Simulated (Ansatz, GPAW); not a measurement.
# Na/Nb(110): simulated STM images, part 2 of 2

What would a tunnelling microscope show on Na/Nb(110)?

GPAW 26.7.0 and Ansatz 0.2.0; Ansatz plane waves; slab in vacuum with a dipole correction, relaxation (the session's first sound run).

So far: The starting structure; Relaxation.

**2. Relaxation (continued)**

The valence density, planar mean oscillates, so the rows of the table below give means over windows of 2.33 Å about each position, cut where the curve ends. Its maxima inside the range that stand out by 2 % of the span (Å: e/Å³): 8.0: 1.29, 10.3: 1.29, 12.6: 1.29, 15.0: 1.29, 17.7: 0.375. Its minima: 9.2: 0.262, 11.5: 0.253, 13.8: 0.276, 17.0: 0.0433.

The valence density, planar mean by z; means over each step:

```
z (Å)  valence density, planar mean (e/Å³)
 1.17                                    0
 3.50                               1.8e-4
 5.83                               0.0307
 8.16                                0.712
10.48                                0.722
12.82                                0.728
15.14                                0.692
17.48                                0.137
19.80                              0.00195
22.13                               4.2e-5
```

The relaxation lowered the energy of the cell by 0.143 eV.

**3. The slab's potential**

The work function is the vacuum plateau of the electrostatic potential less the Fermi level; a dipole layer lets the two faces have plateaus of their own.

This step: GPAW, PAW setups; slab in vacuum (GPAW 26.7.0).

Contents of run.py:

```python
import json
import numpy as np
from ase import Atoms
from ase.dft.stm import STM
from gpaw import GPAW, PW

slab = Atoms(
    ['Nb', 'Nb', 'Nb', 'Nb', 'Nb', 'Nb', 'Nb', 'Nb', 'Nb', 'Nb', 'Nb', 'Nb', 'Nb', 'Nb', 'Nb', 'Nb', 'Na'],
    positions=[
        [0.00000, 0.00000, 8.00000],
        [2.33345, 0.00000, 10.33345],
        [-0.00323, -0.00374, 12.69545],
        [2.34907, -0.00581, 14.93351],
        [2.33345, 1.65000, 8.00000],
        [4.66690, 1.65000, 10.33345],
        [2.33668, 1.65374, 12.69545],
        [4.67344, 1.65464, 15.01416],
        [2.33345, -1.65000, 8.00000],
        [4.66690, -1.65000, 10.33345],
        [2.33232, -1.65502, 12.68143],
        [4.65129, -1.64419, 14.93351],
        [4.66690, 0.00000, 8.00000],
        [7.00036, 0.00000, 10.33345],
        [4.66804, 0.00502, 12.68143],
        [6.99382, -0.00464, 15.01416],
        [1.16673, 0.82500, 17.75678]],
    cell=[[4.6669, -3.3, 0.0], [4.6669, 3.3, 0.0], [0.0, 0.0, 26.15699]],
    pbc=[True, True, False])

slab.calc = GPAW(mode=PW(400), xc='PBE', kpts={'size': (6, 6, 1), 'gamma': True},
                 occupations={'name': 'fermi-dirac', 'width': 0.1}, nbands='140%',
                 convergence={'density': 1e-05}, maxiter=200,
                 poissonsolver={'dipolelayer': 'xy'},
                 symmetry={'tolerance': 1e-3}, txt='slab.txt')
result = {}
energy = slab.get_potential_energy()
fermi = slab.calc.get_fermi_level()
v = slab.calc.get_electrostatic_potential().mean((0, 1)) - fermi
n = slab.calc.get_pseudo_density().mean((0, 1))
L = slab.cell[2, 2]
z = np.arange(len(v)) * L / len(v)
low, high = slab.positions[:, 2].min(), slab.positions[:, 2].max()
below, above = np.interp([low - 5.8, high + 5.8], z, v)
slopes = [np.interp(x, z, np.gradient(v, z)) for x in (low - 5.8, high + 5.8)]
eps = np.array([[slab.calc.get_eigenvalues(k, s) for k in range(len(slab.calc.get_ibz_k_points()))]
                for s in range(slab.calc.get_number_of_spins())]) - fermi
top, bottom = eps[eps < 0].max(), eps[eps > 0].min()
dipole = slab.get_dipole_moment()[2]
print(f'energy {energy:.4f} eV, Fermi level {fermi:.4f} eV, dipole {dipole:.5f} e A')
print(f'potential 5.8 A off the faces, from the Fermi level: lower {below:.4f} eV, upper {above:.4f} eV')
print(f'slope of the potential there: lower {slopes[0]:.5f}, upper {slopes[1]:.5f} eV/A')
print(f'nearest levels on the mesh: {top:.4f} and {bottom:.4f} eV')
print('magnetic moment', round(slab.get_magnetic_moment(), 3))
result.update(energy=energy, fermi=fermi, dipole=dipole, below=below, above=above, slopes=slopes, edges=[top, bottom],
              z=z.tolist(), v=v.tolist(), n=n.tolist(), positions=slab.positions.tolist(),
              forces=slab.get_forces(apply_constraint=False).tolist(), moments=slab.get_magnetic_moments().tolist())

# Images need the states of the whole zone, up to time reversal
slab.calc = slab.calc.fixed_density(symmetry={'point_group': False}, txt='states.txt',
                                    convergence={'bands': 'CBM+1.3'})
stm = STM(slab)
result['stm'] = []
for bias in [-1.0, 1.0]:
    height = high + 3.5
    current = stm.get_averaged_current(bias, height)
    x, y, h = stm.scan(bias, current)
    # [... one line left out ...]
    print(f'bias {bias} V: mean current at 3.5 A {current:.4e}, corrugation {np.ptp(h):.4f} A')
    result['stm'].append(dict(bias=bias, current=current, h=(h - high).tolist(), I=I.tolist()))
json.dump(result, open('result.json', 'w'))
```

Run with:

```sh
> OMP_NUM_THREADS=1 OPENBLAS_NUM_THREADS=2 python run.py
```

Numbers of over 12 decimals in the logs are rounded to 6 here.

Output:

```text
energy -159.3385 eV, Fermi level 2.2718 eV, dipole 0.43302 e A
potential 5.8 A off the faces, from the Fermi level: lower 4.5254 eV, upper 1.9820 eV
slope of the potential there: lower -0.00018, upper 0.00052 eV/A
nearest levels on the mesh: -0.0007 and 0.0130 eV
magnetic moment 0.0
bias -1.0 V: mean current at 3.5 A 2.0952e-05, corrugation 0.5991 A
bias 1.0 V: mean current at 3.5 A 4.3354e-04, corrugation 0.9324 A
```

It took 1.7 h on 2 threads of Arm Neoverse V1, shared host; peak memory 2.2 GiB.

This step gave:

```
dipole along the normal                    : 0.4330 e·Å
levels nearest the Fermi level on the mesh : -7.08e-4, 0.01297 eV from the Fermi level
upper work function                        : 1.982 eV
lower work function                        : 4.525 eV
corrugation -1                             : 0.5991 Å
corrugation 1                              : 0.9324 Å
```

The electrostatic potential energy of an electron (without an applied field's), less the Fermi level, planar mean by z:

z (Å), electrostatic potential energy of an electron (without an applied field's), less the Fermi level, planar mean (eV) and a bar from the least value:
```
      0.0        3.3 #############################
      0.5        4.5 ##############################
      1.0        4.5 ##############################
      1.5        4.5 ##############################
      2.0        4.5 ##############################
      2.5        4.5 ##############################
      3.0        4.5 ##############################
      3.5        4.5 ##############################
      4.0        4.5 ##############################
      4.5        4.5 ##############################
      5.0        4.5 ##############################
      5.5        4.3 ##############################
      6.0        3.8 #############################
      6.5        2.4 ############################
      7.0       -1.5 ########################
      7.5      -12.9 ############
      8.0      -25.0 
      8.5      -12.5 #############
      9.0       -1.7 ########################
      9.5       -3.8 ######################
     10.0      -18.2 #######
     10.5      -23.0 ##
     11.0       -7.4 ##################
     11.5       -1.0 ########################
     12.0       -6.9 ##################
     12.5      -22.4 ###
     13.0      -18.9 ######
     13.5       -4.3 #####################
     14.0       -2.3 #######################
     14.5      -13.5 ############
     15.0      -24.9 
     15.5      -12.0 #############
     16.0       -1.2 ########################
     16.5        2.3 ############################
     17.0        2.5 ############################
     17.5        1.2 ###########################
     18.0        0.7 ##########################
     18.5        1.4 ###########################
     19.0        1.7 ###########################
     19.5        1.9 ###########################
     20.0        1.9 ###########################
     20.5        2.0 ###########################
     21.0        2.0 ###########################
     21.5        2.0 ###########################
     22.0        2.0 ###########################
     22.5        2.0 ###########################
     23.0        2.0 ###########################
     23.5        2.0 ###########################
     24.0        2.0 ###########################
     24.5        2.0 ###########################
     25.0        2.0 ###########################
     25.5        2.0 ###########################
     26.0        2.7 ############################
```

Table of pseudo valence density, planar mean by z:

```
z (Å)  pseudo valence density, planar mean (e/Å³)
  3.5                                      6.6e-5
  4.0                                      2.1e-4
  4.5                                      6.8e-4
  5.0                                     0.00208
  5.5                                     0.00646
  6.0                                      0.0189
  6.5                                      0.0519
  7.0                                       0.172
  7.5                                       0.670
  8.0                                        1.52
  8.5                                       0.696
  9.0                                       0.281
  9.5                                       0.350
 10.0                                        1.03
 10.5                                        1.38
 11.0                                       0.473
 11.5                                       0.254
 12.0                                       0.451
 12.5                                        1.33
 13.0                                        1.08
 13.5                                       0.370
 14.0                                       0.300
 14.5                                       0.744
 15.0                                        1.50
 15.5                                       0.619
 16.0                                       0.170
 16.5                                      0.0658
 17.0                                      0.0464
 17.5                                       0.193
 18.0                                       0.194
 18.5                                      0.0214
 19.0                                     0.00389
 19.5                                     0.00163
 20.0                                      7.6e-4
 20.5                                      3.4e-4
 21.0                                      1.6e-4
```

Tip height over the top atom over a1 and a2. Sample bias -1 V, constant current at the mean current 3.5 Å over the top atom.

Values in Å, 12 rows by 16 columns, each cell a mean:
```
3.54 3.55 3.55 3.53 3.49 3.43 3.37 3.31 3.27 3.25 3.26 3.29 3.34 3.41 3.47 3.51
3.44 3.45 3.44 3.42 3.39 3.35 3.30 3.26 3.23 3.21 3.22 3.25 3.29 3.34 3.38 3.41
3.37 3.37 3.36 3.34 3.31 3.28 3.24 3.22 3.21 3.21 3.23 3.26 3.29 3.32 3.35 3.36
3.38 3.36 3.34 3.30 3.27 3.24 3.21 3.21 3.22 3.25 3.28 3.32 3.35 3.38 3.39 3.39
3.48 3.44 3.39 3.34 3.29 3.25 3.23 3.24 3.26 3.30 3.36 3.41 3.45 3.49 3.50 3.50
3.58 3.55 3.50 3.43 3.36 3.31 3.28 3.28 3.31 3.36 3.43 3.49 3.55 3.59 3.60 3.60
3.69 3.65 3.60 3.53 3.46 3.39 3.35 3.33 3.36 3.41 3.49 3.55 3.62 3.67 3.70 3.71
3.76 3.74 3.69 3.62 3.54 3.47 3.41 3.38 3.39 3.44 3.51 3.58 3.66 3.72 3.75 3.77
3.80 3.78 3.74 3.68 3.60 3.53 3.46 3.41 3.40 3.44 3.50 3.58 3.65 3.72 3.77 3.79
3.79 3.78 3.75 3.70 3.63 3.55 3.48 3.42 3.39 3.41 3.47 3.54 3.61 3.69 3.74 3.78
3.74 3.74 3.72 3.68 3.62 3.55 3.47 3.41 3.37 3.36 3.40 3.47 3.54 3.61 3.68 3.72
3.66 3.67 3.66 3.62 3.57 3.51 3.43 3.37 3.33 3.31 3.33 3.38 3.44 3.52 3.58 3.62
```
Columns: a1 from 0 to 0.963; rows upwards: a2 from 0 to 0.963.

Tip height over the top atom over a1 and a2. Sample bias 1 V, constant current at the mean current 3.5 Å over the top atom.

Ten even steps from '_' (2.96 Å) to '@' (3.89 Å):
```
########******++++====--::::......::::----==++++******
************++++====--::::............::----====++++**
++++++++++++++====--::::....______....::::----====++++
++++++++++====----::::....__________....::::----====++
============----::::....____________....::::----======
========------::::....______________....::::------====
======------::::....______________....::::------======
======------::::....______________....::------========
========----::::....____________....::----========++++
++++======----::....__________....::----====++++++++++
**++++++====--::::....____......::----====++++********
******++++====--::::..........::----==++++************
####****++++====--::::::..::::::--====++******########
%%######****++====--::::::::::--====++****######%%%%%%
%%%%%%####****++====----::------==++++**####%%%%%%%%%%
@@%%%%%%####**++++====--------====++****####%%%%%%@@@@
@@@@@@%%%%####**++++====------====++****##%%%%%%@@@@@@
@@@@@@@@%%%%##****++============++++**####%%%%@@@@@@@@
@@@@@@@@%%%%####**++++==========++++**####%%%%@@@@@@@@
@@@@@@@@@@%%%%##****++==========++++****##%%%%@@@@@@@@
@@@@@@@@@@%%%%##****++++==========++****##%%%%@@@@@@@@
@@@@@@@@@@%%%%####**++++==========++++**####%%%%@@@@@@
@@@@@@@@@@%%%%##****++++====----====++****####%%%%@@@@
@@@@@@@@%%%%%%##****++====--------====++****##%%%%%%@@
%%%%%%%%%%%%####**++++==------------====++****##%%%%%%
%%%%%%%%%%####****++====----::::::----==++++****####%%
############****++++==----::::::::::----==++++****####
```
Columns: a1 from 0 to 0.963; rows upwards: a2 from 0 to 0.963.

Force by atom:

```
atom  x (eV/Å)  y (eV/Å)  z (eV/Å)   size
 Nb1    -0.008     0.009     0.386  0.386
 Nb2     0.004     0.020    -0.361  0.362
 Nb3    -0.005    -0.003     0.005  0.008
 Nb4    -0.002     0.000    -0.043  0.043
 Nb5     0.008    -0.009     0.386  0.386
 Nb6     0.007     0.021    -0.315  0.316
 Nb7     0.005     0.003     0.005  0.008
 Nb8     0.000    -0.001    -0.041  0.041
 Nb9    -0.006     0.010     0.362  0.362
Nb10    -0.004    -0.020    -0.361  0.362
Nb11    -0.003    -0.002     0.007  0.008
Nb12     0.002     0.000    -0.043  0.043
Nb13     0.006    -0.010     0.362  0.362
Nb14    -0.007    -0.021    -0.315  0.316
Nb15     0.003     0.002     0.007  0.008
Nb16     0.000     0.001    -0.041  0.041
Na17     0.000     0.000    -0.002  0.002
```

The potential is flat to 5.2e-4 eV/Å where it is read, so the vacuum is wide enough. The geometry is the other program's minimum; here the largest force on a free atom is 0.043 eV/Å.

**4. Results**

```
work function, upper and lower face : 1.982 and 4.525 eV
dipole along the normal             : 0.433 e Å
corrugation at -1 V                 : 0.599 Å
corrugation at 1 V                  : 0.932 Å
```

In words: The corrugation at constant current is largest at 1 V, where the tip height varies by 0.93 Å over the cell. Negative sample bias images filled states, positive bias empty ones. The two faces differ by 2.5 eV, the step that the slab's dipole makes (e p/(ε0 A) gives 2.5 eV), so the dipole layer is needed. The images are of Tersoff-Hamann type: an s-wave tip, no tip-sample forces, heights closer than in a microscope. The cell of 30.8 Å² holds one Na, started on one chosen site; other sites and coverages weren't tried. The in-plane lattice was kept as typed, which isn't the functional's own and leaves some strain; spin-orbit coupling and temperature are left out.

[Logs are printed without paths, hosts, clocks, repeated set-up lines and the standing remarks that a program may print on its own settings, such as how far it seeks lower states.]

[Hosts, paths, dates, database ids (printed as entryN), source tags and the programs' standing remarks are cut or masked in the printed files.]
